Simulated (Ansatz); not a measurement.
In doubt: masses and optical values from hybrid runs of this build are listed as unsure, which bears on the screening that GW takes from such a start.

Rows from a G0W0 calculation on K3SI (antiperovskite) (Pm-3m) (Ansatz 0.2.0; G0W0 on PBE0, plane waves, PAW; 2×2×2 mesh, 655 empty bands, screening to 120 eV), in eV. Spin-orbit coupling is left out.

The structure was built from a prototype and need not be the compound's stable phase.

```
row      Σx     Σc     Vxc     Z
  A   -2.30  -2.61   -5.10  0.86
  B   -3.15  -2.63   -5.90  0.86
  C  -17.48   1.62  -15.16  0.80
```

**Question.** Which rows are filled states and which are empty ones, and how can one tell?

Filled: C. Empty: A and B. The sign of Σc tells: for a filled state bare exchange, which holds its interaction with itself, lies below Vxc (Σx − Vxc is -2.3 eV or lower here) and screening gives part back as a positive Σc. For an empty state Σx lies above Vxc (+2.7 eV or more) and the Coulomb hole leaves Σc negative.

[Paths, hosts, dates, memory and timing lines, banners, echoed tables and standing remarks are left out of the program output.]

[Logs are printed without paths, hosts, clocks, repeated set-up lines and the standing remarks that a program may print on its own settings, such as how far it seeks lower states.]

[Runs of the session that timed out or met a known fault of the program may be left out.]

[Cells called generated may have been cut or substituted from an entry of the Crystallography Open Database or the Materials Project.]

[Hosts, paths, dates, database ids (printed as entryN), source tags and the programs' standing remarks are cut or masked in the printed files.]
